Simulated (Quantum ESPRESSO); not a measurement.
# Collinear magnetic orders of InNi2SbO6 with Quantum ESPRESSO, part 3 of 3

Wanted: the moments of InNi2SbO6 and the energy of each order that was tried.

Quantum ESPRESSO 7.5; PBEsol with U = 6 eV on Ni d (ortho-atomic projectors); plane waves with GBRV 1.5 PBEsol potentials, no spin-orbit coupling.

So far, absolute magnetization (μB): step 2 (run 1, typed as ferro ++) 4.07; step 3 (run 2, typed as antiferro +−) 3.82; step 5 (the lowest state again, with its states saved) 3.82.

### 6. Projections on atomic orbitals

Level of this step: PBEsol with U = 6 eV on Ni d (ortho-atomic projectors); plane waves with GBRV 1.5 PBEsol potentials, no spin-orbit coupling, projections on orthogonalised atomic orbitals (Quantum ESPRESSO).

projwfc.x projects the saved states on orthogonalised atomic orbitals of the pseudopotential files.

Log:

```text
[banner, memory and clock lines left out]
Program PROJWFC v.7.5 starts

     [... lines left out ...]
     IMPORTANT: XC functional enforced from input :
     Exchange-correlation= PBESOL
                           (   1   4  10   8   0   0   0)
     Any further DFT definition will be discarded
     Please, verify this is what you really want

     G-vector sticks info

     Check: negative core charge=   -0.000007

     Gaussian broadening (read from input): ngauss,degauss=   0    0.010000

     Calling projwave ....

  Problem Sizes
  natomwfc =           68
  nbnd     =           68
  nkstot   =           80
  npwx     =         3327
  nkb      =          150

     Atomic states used for projection
     (read from pseudopotential files):

     state #   1: atom   1 (In ), wfc  1 (l=2 m= 1)
     state #   2: atom   1 (In ), wfc  1 (l=2 m= 2)
     state #   3: atom   1 (In ), wfc  1 (l=2 m= 3)
     state #   4: atom   1 (In ), wfc  1 (l=2 m= 4)
     state #   5: atom   1 (In ), wfc  1 (l=2 m= 5)
     state #   6: atom   1 (In ), wfc  2 (l=0 m= 1)
     state #   7: atom   1 (In ), wfc  3 (l=1 m= 1)
     state #   8: atom   1 (In ), wfc  3 (l=1 m= 2)
     state #   9: atom   1 (In ), wfc  3 (l=1 m= 3)
     state #  10: atom   2 (Ni1), wfc  1 (l=0 m= 1)
     state #  11: atom   2 (Ni1), wfc  2 (l=1 m= 1)
     state #  12: atom   2 (Ni1), wfc  2 (l=1 m= 2)
     state #  13: atom   2 (Ni1), wfc  2 (l=1 m= 3)
     state #  14: atom   2 (Ni1), wfc  3 (l=2 m= 1)
     state #  15: atom   2 (Ni1), wfc  3 (l=2 m= 2)
     state #  16: atom   2 (Ni1), wfc  3 (l=2 m= 3)
     state #  17: atom   2 (Ni1), wfc  3 (l=2 m= 4)
     state #  18: atom   2 (Ni1), wfc  3 (l=2 m= 5)
     state #  19: atom   2 (Ni1), wfc  4 (l=0 m= 1)
     state #  20: atom   2 (Ni1), wfc  5 (l=1 m= 1)
     state #  21: atom   2 (Ni1), wfc  5 (l=1 m= 2)
     state #  22: atom   2 (Ni1), wfc  5 (l=1 m= 3)
     state #  23: atom   3 (Ni2), wfc  1 (l=0 m= 1)
     state #  24: atom   3 (Ni2), wfc  2 (l=1 m= 1)
     state #  25: atom   3 (Ni2), wfc  2 (l=1 m= 2)
     state #  26: atom   3 (Ni2), wfc  2 (l=1 m= 3)
     state #  27: atom   3 (Ni2), wfc  3 (l=2 m= 1)
     state #  28: atom   3 (Ni2), wfc  3 (l=2 m= 2)
     state #  29: atom   3 (Ni2), wfc  3 (l=2 m= 3)
     state #  30: atom   3 (Ni2), wfc  3 (l=2 m= 4)
     state #  31: atom   3 (Ni2), wfc  3 (l=2 m= 5)
     state #  32: atom   3 (Ni2), wfc  4 (l=0 m= 1)
     state #  33: atom   3 (Ni2), wfc  5 (l=1 m= 1)
     state #  34: atom   3 (Ni2), wfc  5 (l=1 m= 2)
     state #  35: atom   3 (Ni2), wfc  5 (l=1 m= 3)
     state #  36: atom   4 (Sb ), wfc  1 (l=2 m= 1)
     state #  37: atom   4 (Sb ), wfc  1 (l=2 m= 2)
     state #  38: atom   4 (Sb ), wfc  1 (l=2 m= 3)
     state #  39: atom   4 (Sb ), wfc  1 (l=2 m= 4)
     state #  40: atom   4 (Sb ), wfc  1 (l=2 m= 5)
     state #  41: atom   4 (Sb ), wfc  2 (l=0 m= 1)
     state #  42: atom   4 (Sb ), wfc  3 (l=1 m= 1)
     state #  43: atom   4 (Sb ), wfc  3 (l=1 m= 2)
     state #  44: atom   4 (Sb ), wfc  3 (l=1 m= 3)
     state #  45: atom   5 (O  ), wfc  1 (l=0 m= 1)
     state #  46: atom   5 (O  ), wfc  2 (l=1 m= 1)
     state #  47: atom   5 (O  ), wfc  2 (l=1 m= 2)
     state #  48: atom   5 (O  ), wfc  2 (l=1 m= 3)
     state #  49: atom   6 (O  ), wfc  1 (l=0 m= 1)
     state #  50: atom   6 (O  ), wfc  2 (l=1 m= 1)
     state #  51: atom   6 (O  ), wfc  2 (l=1 m= 2)
     state #  52: atom   6 (O  ), wfc  2 (l=1 m= 3)
     state #  53: atom   7 (O  ), wfc  1 (l=0 m= 1)
     state #  54: atom   7 (O  ), wfc  2 (l=1 m= 1)
     state #  55: atom   7 (O  ), wfc  2 (l=1 m= 2)
     state #  56: atom   7 (O  ), wfc  2 (l=1 m= 3)
     state #  57: atom   8 (O  ), wfc  1 (l=0 m= 1)
     state #  58: atom   8 (O  ), wfc  2 (l=1 m= 1)
     state #  59: atom   8 (O  ), wfc  2 (l=1 m= 2)
     state #  60: atom   8 (O  ), wfc  2 (l=1 m= 3)
     state #  61: atom   9 (O  ), wfc  1 (l=0 m= 1)
     state #  62: atom   9 (O  ), wfc  2 (l=1 m= 1)
     state #  63: atom   9 (O  ), wfc  2 (l=1 m= 2)
[...]
polarization =  -1.7365, s = -0.0053, p =  0.0014, d = -1.7325,
     Atom #   4: total charge =  12.8497, s =  1.0776, p =  1.7753, d =  9.9968,
                 spin up      =   6.4245, s =  0.5380,
                 spin up      =   6.4245, p =  0.8881, pz=  0.2984, px=  0.2948, py=  0.2948,
                 spin up      =   6.4245, d =  4.9984, dz2=  0.9997, dxz=  0.9997, dyz=  0.9997, dx2-y2=  0.9997, dxy=  0.9997,
                 spin down    =   6.4252, s =  0.5395,
                 spin down    =   6.4252, p =  0.8873, pz=  0.2942, px=  0.2965, py=  0.2965,
                 spin down    =   6.4252, d =  4.9984, dz2=  0.9997, dxz=  0.9997, dyz=  0.9997, dx2-y2=  0.9997, dxy=  0.9997,
                 polarization =  -0.0007, s = -0.0015, p =  0.0008, d = -0.0000,
     Atom #   5: total charge =   6.6086, s =  1.7245, p =  4.8841, d =  0.0000,
                 spin up      =   3.3075, s =  0.8620,
                 spin up      =   3.3075, p =  2.4454, pz=  0.8457, px=  0.8175, py=  0.7822,
                 spin up      =   3.3075, d =  0.0000, dz2=  0.0000, dxz=  0.0000, dyz=  0.0000, dx2-y2=  0.0000, dxy=  0.0000,
                 spin down    =   3.3011, s =  0.8625,
                 spin down    =   3.3011, p =  2.4386, pz=  0.8298, px=  0.8377, py=  0.7712,
                 spin down    =   3.3011, d =  0.0000, dz2=  0.0000, dxz=  0.0000, dyz=  0.0000, dx2-y2=  0.0000, dxy=  0.0000,
                 polarization =   0.0063, s = -0.0004, p =  0.0068, d =  0.0000,
     Atom #   6: total charge =   6.6086, s =  1.7245, p =  4.8841, d =  0.0000,
                 spin up      =   3.3075, s =  0.8620,
                 spin up      =   3.3075, p =  2.4454, pz=  0.8457, px=  0.7773, py=  0.8224,
                 spin up      =   3.3075, d =  0.0000, dz2=  0.0000, dxz=  0.0000, dyz=  0.0000, dx2-y2=  0.0000, dxy=  0.0000,
                 spin down    =   3.3011, s =  0.8625,
                 spin down    =   3.3011, p =  2.4386, pz=  0.8298, px=  0.7741, py=  0.8348,
                 spin down    =   3.3011, d =  0.0000, dz2=  0.0000, dxz=  0.0000, dyz=  0.0000, dx2-y2=  0.0000, dxy=  0.0000,
                 polarization =   0.0063, s = -0.0004, p =  0.0068, d =  0.0000,
     Atom #   7: total charge =   6.6086, s =  1.7245, p =  4.8841, d =  0.0000,
                 spin up      =   3.3075, s =  0.8620,
                 spin up      =   3.3075, p =  2.4454, pz=  0.8457, px=  0.8047, py=  0.7950,
                 spin up      =   3.3075, d =  0.0000, dz2=  0.0000, dxz=  0.0000, dyz=  0.0000, dx2-y2=  0.0000, dxy=  0.0000,
                 spin down    =   3.3011, s =  0.8625,
                 spin down    =   3.3011, p =  2.4386, pz=  0.8298, px=  0.8016, py=  0.8073,
                 spin down    =   3.3011, d =  0.0000, dz2=  0.0000, dxz=  0.0000, dyz=  0.0000, dx2-y2=  0.0000, dxy=  0.0000,
                 polarization =   0.0063, s = -0.0004, p =  0.0068, d =  0.0000,
     Atom #   8: total charge =   6.5941, s =  1.7150, p =  4.8791, d =  0.0000,
                 spin up      =   3.2954, s =  0.8581,
                 spin up      =   3.2954, p =  2.4373, pz=  0.7972, px=  0.7956, py=  0.8445,
                 spin up      =   3.2954, d =  0.0000, dz2=  0.0000, dxz=  0.0000, dyz=  0.0000, dx2-y2=  0.0000, dxy=  0.0000,
                 spin down    =   3.2987, s =  0.8569,
                 spin down    =   3.2987, p =  2.4418, pz=  0.8172, px=  0.7956, py=  0.8291,
                 spin down    =   3.2987, d =  0.0000, dz2=  0.0000, dxz=  0.0000, dyz=  0.0000, dx2-y2=  0.0000, dxy=  0.0000,
                 polarization =  -0.0033, s =  0.0012, p = -0.0045, d =  0.0000,
     Atom #   9: total charge =   6.5941, s =  1.7150, p =  4.8791, d =  0.0000,
                 spin up      =   3.2954, s =  0.8581,
                 spin up      =   3.2954, p =  2.4373, pz=  0.7972, px=  0.8293, py=  0.8107,
                 spin up      =   3.2954, d =  0.0000, dz2=  0.0000, dxz=  0.0000, dyz=  0.0000, dx2-y2=  0.0000, dxy=  0.0000,
                 spin down    =   3.2987, s =  0.8569,
                 spin down    =   3.2987, p =  2.4418, pz=  0.8172, px=  0.8285, py=  0.7961,
                 spin down    =   3.2987, d =  0.0000, dz2=  0.0000, dxz=  0.0000, dyz=  0.0000, dx2-y2=  0.0000, dxy=  0.0000,
                 polarization =  -0.0033, s =  0.0012, p = -0.0045, d =  0.0000,
     Atom #  10: total charge =   6.5941, s =  1.7150, p =  4.8791, d =  0.0000,
                 spin up      =   3.2954, s =  0.8581,
                 spin up      =   3.2954, p =  2.4373, pz=  0.7972, px=  0.8352, py=  0.8049,
                 spin up      =   3.2954, d =  0.0000, dz2=  0.0000, dxz=  0.0000, dyz=  0.0000, dx2-y2=  0.0000, dxy=  0.0000,
                 spin down    =   3.2987, s =  0.8569,
                 spin down    =   3.2987,
```

It took 4 s on 4 MPI ranks of Arm Neoverse V2, shared host; peak memory 0.35 GiB.

| atom | moment in the sphere (μB) | Löwdin moment (μB) | Löwdin charge (e) |
| --- | --- | --- | --- |
| In1 | 0.001 | 0.003 | 11.816 |
| Ni2 | 1.689 | 1.726 | 17.727 |
| Ni3 | -1.699 | -1.736 | 17.693 |
| Sb4 | -0.001 | -0.001 | 12.850 |
| O5 | 0.006 | 0.006 | 6.609 |
| O6 | 0.006 | 0.006 | 6.609 |
| O7 | 0.006 | 0.006 | 6.609 |
| O8 | -0.004 | -0.003 | 6.594 |
| O9 | -0.004 | -0.003 | 6.594 |
| O10 | -0.004 | -0.003 | 6.594 |

### 7. Occupations of the corrected shells in the lowest state

Occupations of the Hubbard shells:

| block | type | shell | spin | electrons | occupation numbers |
| --- | --- | --- | --- | --- | --- |
| 2 | Ni1 | 3d | up | 4.974 | 0.993 0.995 0.995 0.996 0.996 |
| 2 | Ni1 | 3d | down | 3.251 | 0.140 0.140 0.989 0.991 0.991 |
| 3 | Ni2 | 3d | up | 3.242 | 0.135 0.135 0.990 0.991 0.991 |
| 3 | Ni2 | 3d | down | 4.975 | 0.994 0.994 0.994 0.996 0.996 |

### 8. Outcome

```json
{
  "lowest state found": "antiferromagnetic (from antiferro +-)",
  "largest site moment": "1.70 μB",
  "next state with moments": "ferromagnetic, 22.0 meV a seeded atom higher"
}
```

The largest moment reads 1.70 μB in the sphere and 1.74 μB by Löwdin projection; a site moment hangs on how space is shared out. This is the lowest of 2 collinear or spinless starts, no proof of the ground state. A computed site moment is spin alone and hangs on the region that is counted: the program's spheres do not touch and miss the tail of the moment. Measured moments hold any orbital part as well, and belong to the order of the sample, which need not be the order of this run.

Comparison with the measured values:

```
        quantity  measured   in the sphere  projected shell
moment (Ni) (μB)      1.89  1.70 (-10.1 %)    1.73 (-8.3 %)
```

Measured values from arxiv:2307.09082 (2023).

**Verdict.** For the moment, of the levels listed nearest comes projected shell (-8.3 %) and farthest in the sphere (-10.1 %). No cell relaxation is part of this session.

[Logs and program files are shortened in this print: banners, set-up blocks, solver, clock and traceback lines can be left out without a mark of their own.]

[Logs are printed without paths, hosts, clocks, repeated set-up lines and the standing remarks that a program may print on its own settings, such as how far it seeks lower states.]

[Hosts, paths, dates, database ids (printed as entryN), source tags and the programs' standing remarks are cut or masked in the printed files.]

[Where a cell is said to come from a database of computed structures, the database is the Materials Project.]
